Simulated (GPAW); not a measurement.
**Near-edge structure at the Sn K edge of SnSe2 (P-3m1)**

What does one-electron theory with a core hole give for the Sn K edge of SnSe2 (P-3m1)?

Program: GPAW 26.7.0. Level of theory: X-ray absorption from dipole matrix elements to empty bands, plane-wave PAW LDA. Results are calculated unless marked as measured.

Report form: the programs' logs are mostly left out.

### Step 1. The structure

Symmetry: P-3m1, No. 164, trigonal system. Conventional cell: a = 3.811 Å, b = 3.811 Å, c = 6.136 Å, α = 90.00°, β = 90.00°, γ = 120.00°. Nearest to Sn lie 6 Se at 2.68 Å. Se has 3 Sn at 2.68 Å nearest. Farther neighbours and most contacts between anions are not listed.

Structure file:

```
Sn Se
1.0
     3.81100    0.00000    0.00000
    -1.90550    3.30042    0.00000
     0.00000    0.00000    6.13600
Sn Se
1 2
Direct
  0.00000 0.00000 0.00000
  0.66667 0.33333 0.75100
  0.33333 0.66667 0.24900
```

### Step 2. Ground state of the crystal

A plain self-consistent run shows whether there is a gap, which decides the set-up of the core-hole run.

scf.py reads:

```python
import numpy as np
from ase import Atoms
from ase.parallel import parprint, paropen
from gpaw import GPAW, PW, FermiDirac, Mixer, MixerDif, setup_paths
from gpaw.test import gen
setup_paths.insert(0, '.')
gen('Sn', name='nch1s', xcname='LDA', corehole=(1, 0, 0), write_xml=True)
from gpaw.mpi import world
world.barrier()

atoms = Atoms('SnSe2',
    cell=[[3.811, 0, 0],
     [-1.9055, 3.30042281, 0],
     [0, 0, 6.136]],
    scaled_positions=[[0, 0, 0],
     [0.66666667, 0.33333333, 0.751],
     [0.33333333, 0.66666667, 0.249]],
    pbc=True)
atoms.calc = calc = GPAW(legacy_gpaw=True, mode=PW(430, force_complex_dtype=True), xc='LDA', setups={0: 'nch1s'},
    kpts={'size': (8, 8, 4), 'gamma': True}, occupations=FermiDirac(0.05),
    charge=0, mixer=Mixer(0.1, 5, 50), maxiter=150,
    convergence={'density': 0.0001, 'eigenstates': 1e-6}, txt='scf.txt')
energy = atoms.get_potential_energy() + calc.get_reference_energy()
ef = calc.get_fermi_level()
out = dict(energy=energy, fermi=ef, forces=atoms.get_forces().tolist())
parprint(f'all-electron energy {energy:.4f} eV, Fermi level {ef:.4f} eV')
ev = np.array([[calc.get_eigenvalues(k, s) for k in range(len(calc.get_ibz_k_points()))] for s in range(calc.get_number_of_spins())])
out['homo'], out['lumo'], out['counts'] = ev[ev < ef].max(), ev[ev > ef].min(), sorted(set((ev < ef).sum((0, 2)).tolist()))
out['filled'] = (ev[:, 0] < ef).sum(1).tolist()
import json
with paropen('out.json', 'w') as f:
    json.dump(out, f)
```

Launch:

```sh
$ OMP_NUM_THREADS=1 mpirun -n 4 gpaw python scf.py
```

Run time: 12 s. Hardware: 4 MPI ranks of AMD EPYC 7R43, shared host; peak memory 0.18 GiB; 48 s of CPU time.

The mesh shows a gap of 0.68 eV, so the hole is first treated in a charged cell, without the excited electron.

### Step 3. Spectrum without a core hole, Sn atom 1

Without a hole the spectrum is the empty density of states of the right symmetry on the absorber, weighted by matrix elements. It needs only the small cell and serves as the baseline. The data set with a hole of occupation 0 only carries the core orbital.

The absorber has 6 Se at 2.68 Å (octahedral, site symmetry -3m).

xas.py reads:

```python
import numpy as np
from ase import Atoms
from ase.parallel import parprint, paropen
from gpaw import GPAW, PW, FermiDirac, Mixer, MixerDif, setup_paths
from gpaw.test import gen
setup_paths.insert(0, '.')
gen('Sn', name='nch1s', xcname='LDA', corehole=(1, 0, 0), write_xml=True)
from gpaw.mpi import world
world.barrier()

atoms = Atoms('SnSe2',
    cell=[[3.811, 0, 0],
     [-1.9055, 3.30042281, 0],
     [0, 0, 6.136]],
    scaled_positions=[[0, 0, 0],
     [0.66666667, 0.33333333, 0.751],
     [0.33333333, 0.66666667, 0.249]],
    pbc=True)
atoms.calc = calc = GPAW(legacy_gpaw=True, mode=PW(430, force_complex_dtype=True), xc='LDA', setups={0: 'nch1s'},
    kpts={'size': (8, 8, 4), 'gamma': True}, occupations=FermiDirac(0.02),
    charge=0, mixer=Mixer(0.1, 5, 50), maxiter=150,
    convergence={'density': 0.0001, 'eigenstates': 1e-6}, txt='scf.txt')
energy = atoms.get_potential_energy() + calc.get_reference_energy()
ef = calc.get_fermi_level()
out = dict(energy=energy, fermi=ef, forces=atoms.get_forces().tolist())
parprint(f'all-electron energy {energy:.4f} eV, Fermi level {ef:.4f} eV')
ev = np.array([[calc.get_eigenvalues(k, s) for k in range(len(calc.get_ibz_k_points()))] for s in range(calc.get_number_of_spins())])
out['homo'], out['lumo'], out['counts'] = ev[ev < ef].max(), ev[ev > ef].min(), sorted(set((ev < ef).sum((0, 2)).tolist()))
out['filled'] = (ev[:, 0] < ef).sum(1).tolist()

from ase.units import Ha
from gpaw.xas import dipole_matrix_elements
nb = int(calc.get_number_of_electrons() / 2) + 49
top, nb = nb, nb + 8 + nb // 12
nscf = calc.fixed_density(kpts={'size': (6, 6, 3), 'gamma': True}, nbands=nb,
    convergence={'bands': top, 'eigenstates': 5e-3}, maxiter=60, txt='nscf.txt')
cell = atoms.cell.array
ops = [cell.T @ U.T @ np.linalg.inv(cell.T) for U in nscf.wfs.kd.symmetry.op_scc]
filled = [13]  # bands filled in the ground state, by spin
E = np.arange(-25, 34, 0.1)
fwhm = np.interp(E, [4, 25], [8.49, 8.49])
Y, X, zero, highest = 0, 0, 1e9, 1e9
for spin in range(nscf.get_number_of_spins()):
    wfs = nscf.wfs
    mine = wfs.bd.get_slice()  # this rank's bands
    A = dipole_matrix_elements(wfs.setups[0])
    eps = np.zeros((wfs.kd.nibzkpts, nb))
    d = np.zeros((3, A.shape[1], wfs.kd.nibzkpts, nb), complex)
    for kpt in wfs.kpt_u:
        if kpt.s == spin and 0 in kpt.P_ani:
            eps[kpt.k, mine] = kpt.eps_n * Ha
            d[:, :, kpt.k, mine] = (kpt.weight * wfs.nspins / 2) ** 0.5 * np.inner(A, kpt.P_ani[0])
    world.sum(eps)
    world.sum(d)
    T = np.einsum('amkn,bmkn->abkn', d, d.conj()).real
    T = sum(np.einsum('ai,ijkn,bj->abkn', R, T, R) for R in ops) / len(ops)
    empty = np.ones_like(eps, bool) & (np.arange(nb) >= filled[spin])
    zero, highest = min(zero, eps[empty].min()), min(highest, eps[:, top - 1].min())
    lines = [(eps, T, empty)] if spin == 0 else lines + [(eps, T, empty)]
for eps, T, empty in lines:
    f = np.einsum('aakn->akn', T).reshape(3, -1)
    x = eps.ravel() - zero
    w = np.interp(x, E, fwhm) / 2.35482
    g = np.exp(-0.5 * ((E[:, None] - x) / w) ** 2) / (w * (2 * np.pi) ** 0.5)
    Y = Y + (f * empty.ravel()) @ g.T
    X = X + (f * ~empty.ravel()) @ g.T
out.update(E=E.round(2).tolist(), xas=Y.tolist(), xes=X.tolist(), zero=zero, valid=highest - zero, nk=len(eps), nb=nb)
for i in range(0, len(E), 10):
    parprint(f'{E[i]:7.2f}', *(f'{v:10.3e}' for v in Y[:, i]))
import json
with paropen('out.json', 'w') as f:
    json.dump(out, f)
```

Launch:

```sh
$ OMP_NUM_THREADS=1 mpirun -n 4 gpaw python xas.py
```

Run time: 18 s. Hardware: 4 MPI ranks; peak memory 0.23 GiB; 71 s of CPU time.

The Sn K spectrum, Sn atom 1, no core hole (energy from the lowest empty level; intensity scaled to a mean of 1 over the first 20 eV; polarised curves are means over the symmetry-equivalent atoms):

```
E (eV)  isotropic  ε ⊥ c  ε ∥ c
  -2.0       0.25   0.24   0.25
  -1.5       0.31   0.31   0.31
  -1.0       0.38   0.38   0.38
  -0.5       0.46   0.46   0.47
   0.0       0.55   0.55   0.56
   0.5       0.65   0.65   0.66
   1.0       0.75   0.75   0.76
   1.5       0.85   0.85   0.86
   2.0       0.95   0.95   0.96
   2.5       1.05   1.04   1.06
   3.0       1.13   1.13   1.15
   3.5       1.21   1.20   1.23
   4.0       1.27   1.26   1.29
   4.5       1.31   1.30   1.33
   5.0       1.34   1.33   1.36
   5.5       1.35   1.34   1.37
   6.0       1.35   1.34   1.37
   6.5       1.33   1.32   1.35
   7.0       1.30   1.29   1.32
   7.5       1.26   1.26   1.28
   8.0       1.22   1.22   1.23
   8.5       1.18   1.17   1.18
   9.0       1.13   1.13   1.13
   9.5       1.09   1.09   1.08
  10.0       1.05   1.06   1.03
  10.5       1.01   1.02   0.99
  11.0       0.98   1.00   0.95
  11.5       0.96   0.97   0.92
  12.0       0.93   0.95   0.90
  12.5       0.91   0.93   0.88
  13.0       0.90   0.92   0.86
  13.5       0.88   0.90   0.85
  14.0       0.87   0.89   0.84
  14.5       0.86   0.87   0.83
  15.0       0.85   0.86   0.82
  15.5       0.84   0.85   0.82
  16.0       0.83   0.83   0.81
  16.5       0.82   0.82   0.81
  17.0       0.81   0.81   0.81
  17.5       0.80   0.80   0.81
  18.0       0.80   0.79   0.81
  18.5       0.79   0.79   0.81
  19.0       0.79   0.78   0.81
  19.5       0.79   0.78   0.81
  20.0       0.79   0.77   0.81
  20.5       0.79   0.77   0.81
  21.0       0.78   0.77   0.82
  21.5       0.78   0.77   0.82
  22.0       0.78   0.77   0.82
  22.5       0.79   0.77   0.82
  23.0       0.79   0.77   0.82
  23.5       0.79   0.77   0.82
  24.0       0.79   0.77   0.82
  24.5       0.79   0.78   0.82
  25.0       0.80   0.78   0.82
  25.5       0.80   0.79   0.82
  26.0       0.81   0.80   0.82
  26.5       0.81   0.81   0.82
  27.0       0.82   0.82   0.82
  27.5       0.82   0.82   0.81
  28.0       0.83   0.83   0.81
  28.5       0.83   0.84   0.81
  29.0       0.83   0.85   0.80
  29.5       0.84   0.85   0.80
  30.0       0.84   0.86   0.80
  30.5       0.84   0.86   0.79
  31.0       0.84   0.86   0.79
  31.5       0.84   0.86   0.79
  32.0       0.83   0.86   0.78
```

Main maxima below 29 eV (height): 5.6 eV (1.35). A K edge sees empty p states on the absorber.

The same matrix elements for filled bands give the Sn K emission of Sn atom 1 (ground-state approximation; energy from the lowest empty level, largest value 1):

```
E (eV)  emission
-24.00      0.00
-23.25      0.00
-22.50      0.00
-21.75      0.00
-21.00      0.01
-20.25      0.01
-19.50      0.01
-18.75      0.02
-18.00      0.03
-17.25      0.04
-16.50      0.05
-15.75      0.06
-15.00      0.07
-14.25      0.08
-13.50      0.10
-12.75      0.12
-12.00      0.15
-11.25      0.19
-10.50      0.24
 -9.75      0.30
 -9.00      0.39
 -8.25      0.48
 -7.50      0.59
 -6.75      0.71
 -6.00      0.81
 -5.25      0.90
 -4.50      0.97
 -3.75      1.00
 -3.00      0.99
 -2.25      0.95
 -1.50      0.87
 -0.75      0.77
  0.00      0.65
  0.75      0.53
  1.50      0.42
  2.25      0.31
  3.00      0.23
```

Emission maxima: -3.6 eV (1.00).

### Step 4. Reference energy of the supercell

The photon energy needs a difference of total energies, so the cell and mesh of the coming hole run are first run without a hole.

scf.py: that of step 2 with these lines changed.

```diff
@@ -10,12 +10,18 @@
 
-atoms = Atoms('SnSe2',
-    cell=[[3.811, 0, 0],
-     [-1.9055, 3.30042281, 0],
-     [0, 0, 6.136]],
+atoms = Atoms('Sn3Se6',
+    cell=[[0, -6.60084563, 0],
+     [5.7165, -3.30042281, 0],
+     [-1.9055, 3.30042281, 6.136]],
     scaled_positions=[[0, 0, 0],
-     [0.66666667, 0.33333333, 0.751],
-     [0.33333333, 0.66666667, 0.249]],
+     [0.33333333, 0.33333333, 0],
+     [0.66666667, 0.66666667, 0],
+     [0.917, 0.58366667, 0.751],
+     [0.25033333, 0.917, 0.751],
+     [0.58366667, 0.25033333, 0.751],
+     [0.74966667, 0.083, 0.249],
+     [0.083, 0.41633333, 0.249],
+     [0.41633333, 0.74966667, 0.249]],
     pbc=True)
 atoms.calc = calc = GPAW(legacy_gpaw=True, mode=PW(430, force_complex_dtype=True), xc='LDA', setups={0: 'nch1s'},
-    kpts={'size': (8, 8, 4), 'gamma': True}, occupations=FermiDirac(0.05),
+    kpts={'size': (4, 4, 4), 'gamma': True}, occupations=FermiDirac(0.02),
     charge=0, mixer=Mixer(0.1, 5, 50), maxiter=150,
```

Launch:

```sh
$ OMP_NUM_THREADS=1 mpirun -n 4 gpaw python scf.py
```

Run time: 35 s. Hardware: 4 MPI ranks; peak memory 0.29 GiB; 2.3 min of CPU time.

Reference energy: -899741.567 eV with the cores included.

### Step 5. Spectrum with FCH, Sn atom 1

The holes are 6.6 Å apart. In GPAW the data set carries the hole's charge, so charge=0 means a charged cell and charge=-1 a neutral one. The excited electron is left out and a uniform background balances the charge. After the field has converged, empty bands are computed with the density fixed and the dipole matrix elements are summed.

xas.py: that of step 3 with these lines changed.

```diff
@@ -6,3 +6,3 @@
 setup_paths.insert(0, '.')
-gen('Sn', name='nch1s', xcname='LDA', corehole=(1, 0, 0), write_xml=True)
+gen('Sn', name='fch1s', xcname='LDA', corehole=(1, 0, 1), write_xml=True)
 from gpaw.mpi import world
@@ -10,12 +10,18 @@
 
-atoms = Atoms('SnSe2',
-    cell=[[3.811, 0, 0],
-     [-1.9055, 3.30042281, 0],
-     [0, 0, 6.136]],
+atoms = Atoms('Sn3Se6',
+    cell=[[0, -6.60084563, 0],
+     [5.7165, -3.30042281, 0],
+     [-1.9055, 3.30042281, 6.136]],
     scaled_positions=[[0, 0, 0],
-     [0.66666667, 0.33333333, 0.751],
-     [0.33333333, 0.66666667, 0.249]],
+     [0.33333333, 0.33333333, 0],
+     [0.66666667, 0.66666667, 0],
+     [0.917, 0.58366667, 0.751],
+     [0.25033333, 0.917, 0.751],
+     [0.58366667, 0.25033333, 0.751],
+     [0.74966667, 0.083, 0.249],
+     [0.083, 0.41633333, 0.249],
+     [0.41633333, 0.74966667, 0.249]],
     pbc=True)
-atoms.calc = calc = GPAW(legacy_gpaw=True, mode=PW(430, force_complex_dtype=True), xc='LDA', setups={0: 'nch1s'},
-    kpts={'size': (8, 8, 4), 'gamma': True}, occupations=FermiDirac(0.02),
+atoms.calc = calc = GPAW(legacy_gpaw=True, mode=PW(430, force_complex_dtype=True), xc='LDA', setups={0: 'fch1s'},
+    kpts={'size': (4, 4, 4), 'gamma': True}, occupations=FermiDirac(0.02),
     charge=0, mixer=Mixer(0.1, 5, 50), maxiter=150,
@@ -32,5 +38,5 @@
 from gpaw.xas import dipole_matrix_elements
-nb = int(calc.get_number_of_electrons() / 2) + 49
+nb = int(calc.get_number_of_electrons() / 2) + 140
 top, nb = nb, nb + 8 + nb // 12
-nscf = calc.fixed_density(kpts={'size': (6, 6, 3), 'gamma': True}, nbands=nb,
+nscf = calc.fixed_density(kpts={'size': (4, 4, 4), 'gamma': True}, nbands=nb,
     convergence={'bands': top, 'eigenstates': 5e-3}, maxiter=60, txt='nscf.txt')
@@ -38,4 +44,4 @@
 ops = [cell.T @ U.T @ np.linalg.inv(cell.T) for U in nscf.wfs.kd.symmetry.op_scc]
-filled = [13]  # bands filled in the ground state, by spin
-E = np.arange(-25, 34, 0.1)
+filled = [39]  # bands filled in the ground state, by spin
+E = np.arange(-6, 34, 0.1)
 fwhm = np.interp(E, [4, 25], [8.49, 8.49])
```

Launch:

```sh
$ OMP_NUM_THREADS=1 mpirun -n 4 gpaw python xas.py
```

Elapsed: 2 min, on 4 MPI ranks; peak memory 0.53 GiB; 8.1 min of CPU time.

The Sn K spectrum, Sn atom 1, full core hole (charged cell) (energy from the lowest empty level; intensity scaled to a mean of 1 over the first 20 eV; polarised curves are means over the symmetry-equivalent atoms):

```
E (eV)  isotropic  ε ⊥ c  ε ∥ c
  -2.0       0.38   0.38   0.39
  -1.4       0.49   0.49   0.49
  -0.8       0.61   0.60   0.61
  -0.2       0.74   0.73   0.74
   0.4       0.87   0.87   0.88
   1.0       1.00   1.00   1.01
   1.6       1.13   1.12   1.14
   2.2       1.24   1.23   1.25
   2.8       1.33   1.32   1.35
   3.4       1.39   1.38   1.41
   4.0       1.43   1.42   1.45
   4.6       1.44   1.43   1.45
   5.2       1.41   1.41   1.43
   5.8       1.37   1.36   1.39
   6.4       1.31   1.31   1.32
   7.0       1.24   1.24   1.25
   7.6       1.17   1.17   1.17
   8.2       1.09   1.10   1.09
   8.8       1.02   1.03   1.01
   9.4       0.97   0.98   0.95
  10.0       0.92   0.93   0.89
  10.6       0.88   0.90   0.85
  11.2       0.85   0.87   0.82
  11.8       0.83   0.85   0.80
  12.4       0.82   0.83   0.78
  13.0       0.81   0.82   0.77
  13.6       0.80   0.81   0.77
  14.2       0.79   0.80   0.77
  14.8       0.78   0.79   0.77
  15.4       0.78   0.78   0.77
  16.0       0.77   0.77   0.77
  16.6       0.77   0.77   0.77
  17.2       0.76   0.76   0.77
  17.8       0.76   0.75   0.77
  18.4       0.76   0.75   0.78
  19.0       0.76   0.75   0.78
  19.6       0.76   0.75   0.79
  20.2       0.76   0.75   0.79
  20.8       0.76   0.75   0.80
  21.4       0.77   0.75   0.80
  22.0       0.77   0.75   0.80
  22.6       0.77   0.75   0.81
  23.2       0.78   0.76   0.81
  23.8       0.78   0.77   0.81
  24.4       0.79   0.77   0.81
  25.0       0.79   0.78   0.81
  25.6       0.80   0.79   0.81
  26.2       0.80   0.80   0.81
  26.8       0.81   0.81   0.80
  27.4       0.82   0.83   0.80
  28.0       0.82   0.84   0.80
  28.6       0.83   0.84   0.79
  29.2       0.83   0.85   0.79
  29.8       0.83   0.85   0.78
  30.4       0.83   0.85   0.78
  31.0       0.82   0.85   0.77
  31.6       0.82   0.84   0.77
```

Main maxima below 28 eV (height): 4.4 eV (1.44). 

### Step 6. Excitation energy, Sn atom 1

With the excited electron kept in the cell the system stays neutral, and the energy difference is an excitation energy by itself. In a small cell that electron takes up a good share of the lowest empty band, or all of one, which shifts the value from the true onset.

Changed against the first core-hole run: core hole to XCH, with the smearing that suits a partly filled band.

scf.py: that of step 4 with these lines changed.

```diff
@@ -6,3 +6,3 @@
 setup_paths.insert(0, '.')
-gen('Sn', name='nch1s', xcname='LDA', corehole=(1, 0, 0), write_xml=True)
+gen('Sn', name='fch1s', xcname='LDA', corehole=(1, 0, 1), write_xml=True)
 from gpaw.mpi import world
@@ -24,5 +24,5 @@
     pbc=True)
-atoms.calc = calc = GPAW(legacy_gpaw=True, mode=PW(430, force_complex_dtype=True), xc='LDA', setups={0: 'nch1s'},
-    kpts={'size': (4, 4, 4), 'gamma': True}, occupations=FermiDirac(0.02),
-    charge=0, mixer=Mixer(0.1, 5, 50), maxiter=150,
+atoms.calc = calc = GPAW(legacy_gpaw=True, mode=PW(430, force_complex_dtype=True), xc='LDA', setups={0: 'fch1s'},
+    kpts={'size': (4, 4, 4), 'gamma': True}, occupations=FermiDirac(0.04),
+    charge=-1, mixer=Mixer(0.1, 5, 50), maxiter=150,
     convergence={'density': 0.0001, 'eigenstates': 1e-6}, txt='scf.txt')
```

Launch:

```sh
$ OMP_NUM_THREADS=1 mpirun -n 4 gpaw python scf.py
```

Run time: 38 s. Hardware: 4 MPI ranks; peak memory 0.29 GiB.

### Step 7. What the core hole does

Both curves are counted from their own zero, so only the shift of weight within the empty states shows.

```
E (eV)  no hole   FCH
  -2.0     0.25  0.38
  -1.0     0.38  0.57
   0.0     0.55  0.78
   1.0     0.75  1.00
   2.0     0.95  1.20
   3.0     1.13  1.35
   4.0     1.27  1.43
   5.0     1.34  1.42
   6.0     1.35  1.35
   7.0     1.30  1.24
   8.0     1.22  1.12
   9.0     1.13  1.00
  10.0     1.05  0.92
  11.0     0.98  0.86
  12.0     0.93  0.83
  13.0     0.90  0.81
  14.0     0.87  0.79
  15.0     0.85  0.78
  16.0     0.83  0.77
  17.0     0.81  0.76
  18.0     0.80  0.76
  19.0     0.79  0.76
  20.0     0.79  0.76
  21.0     0.78  0.76
  22.0     0.78  0.77
  23.0     0.79  0.77
  24.0     0.79  0.78
  25.0     0.80  0.79
  26.0     0.81  0.80
  27.0     0.82  0.81
  28.0     0.83  0.82
  29.0     0.83  0.83
  30.0     0.84  0.83
  31.0     0.84  0.82
  32.0     0.83  0.81
```

With each curve scaled to its own mean, the area from −2 to 6 eV with the hole is 8.6 against 7.2, and the centre of weight from −1 to 20 eV moves by -0.6 eV, while the pattern of peaks shifts by -1.2 eV: the hole pulls the absorber's empty states down.

### Step 8. Outcome

```json
{"absorber and edge": "Sn K, atom 1 of the ground-state input (counted from 1)", "surroundings": "6 Se at 2.68 Å (octahedral, site symmetry -3m)", "highest intensity below 24 eV": "4.4 eV above the zero, height 1.44"}
```

What this shows: The Sn K edge of atom 1, with 6 Se at 2.68 Å (octahedral, site symmetry -3m), has its highest intensity of the first 24 eV at 4.4 eV above the zero, 1.4 times the mean level of the first 20 eV (Gaussian full width 8.49 eV). With each curve scaled to its own mean, the area from −2 to 6 eV with the hole is 8.6 against 7.2, and the centre of weight from −1 to 20 eV moves by -0.6 eV, while the pattern of peaks shifts by -1.2 eV: the hole pulls the absorber's empty states down. The script folds with a Gaussian, whereas the core hole's own line is a Lorentzian, so the onset is too steep and the first peak too high. The structure is a published determination, not relaxed.

[Logs are printed without paths, hosts, clocks, repeated set-up lines and the standing remarks that a program may print on its own settings, such as how far it seeks lower states.]

[Hosts, paths, dates, database ids (printed as entryN), source tags and the programs' standing remarks are cut or masked in the printed files.]

[Lists of maxima count a maximum above −3 eV only where it reaches 4 % of the highest in the window and stands out from its surroundings by 2 % of it (1.5 % where it reaches 55 %); shoulders and weaker maxima are passed over, and of the rest the first, up to two pre-edge ones and the few strongest are named.]
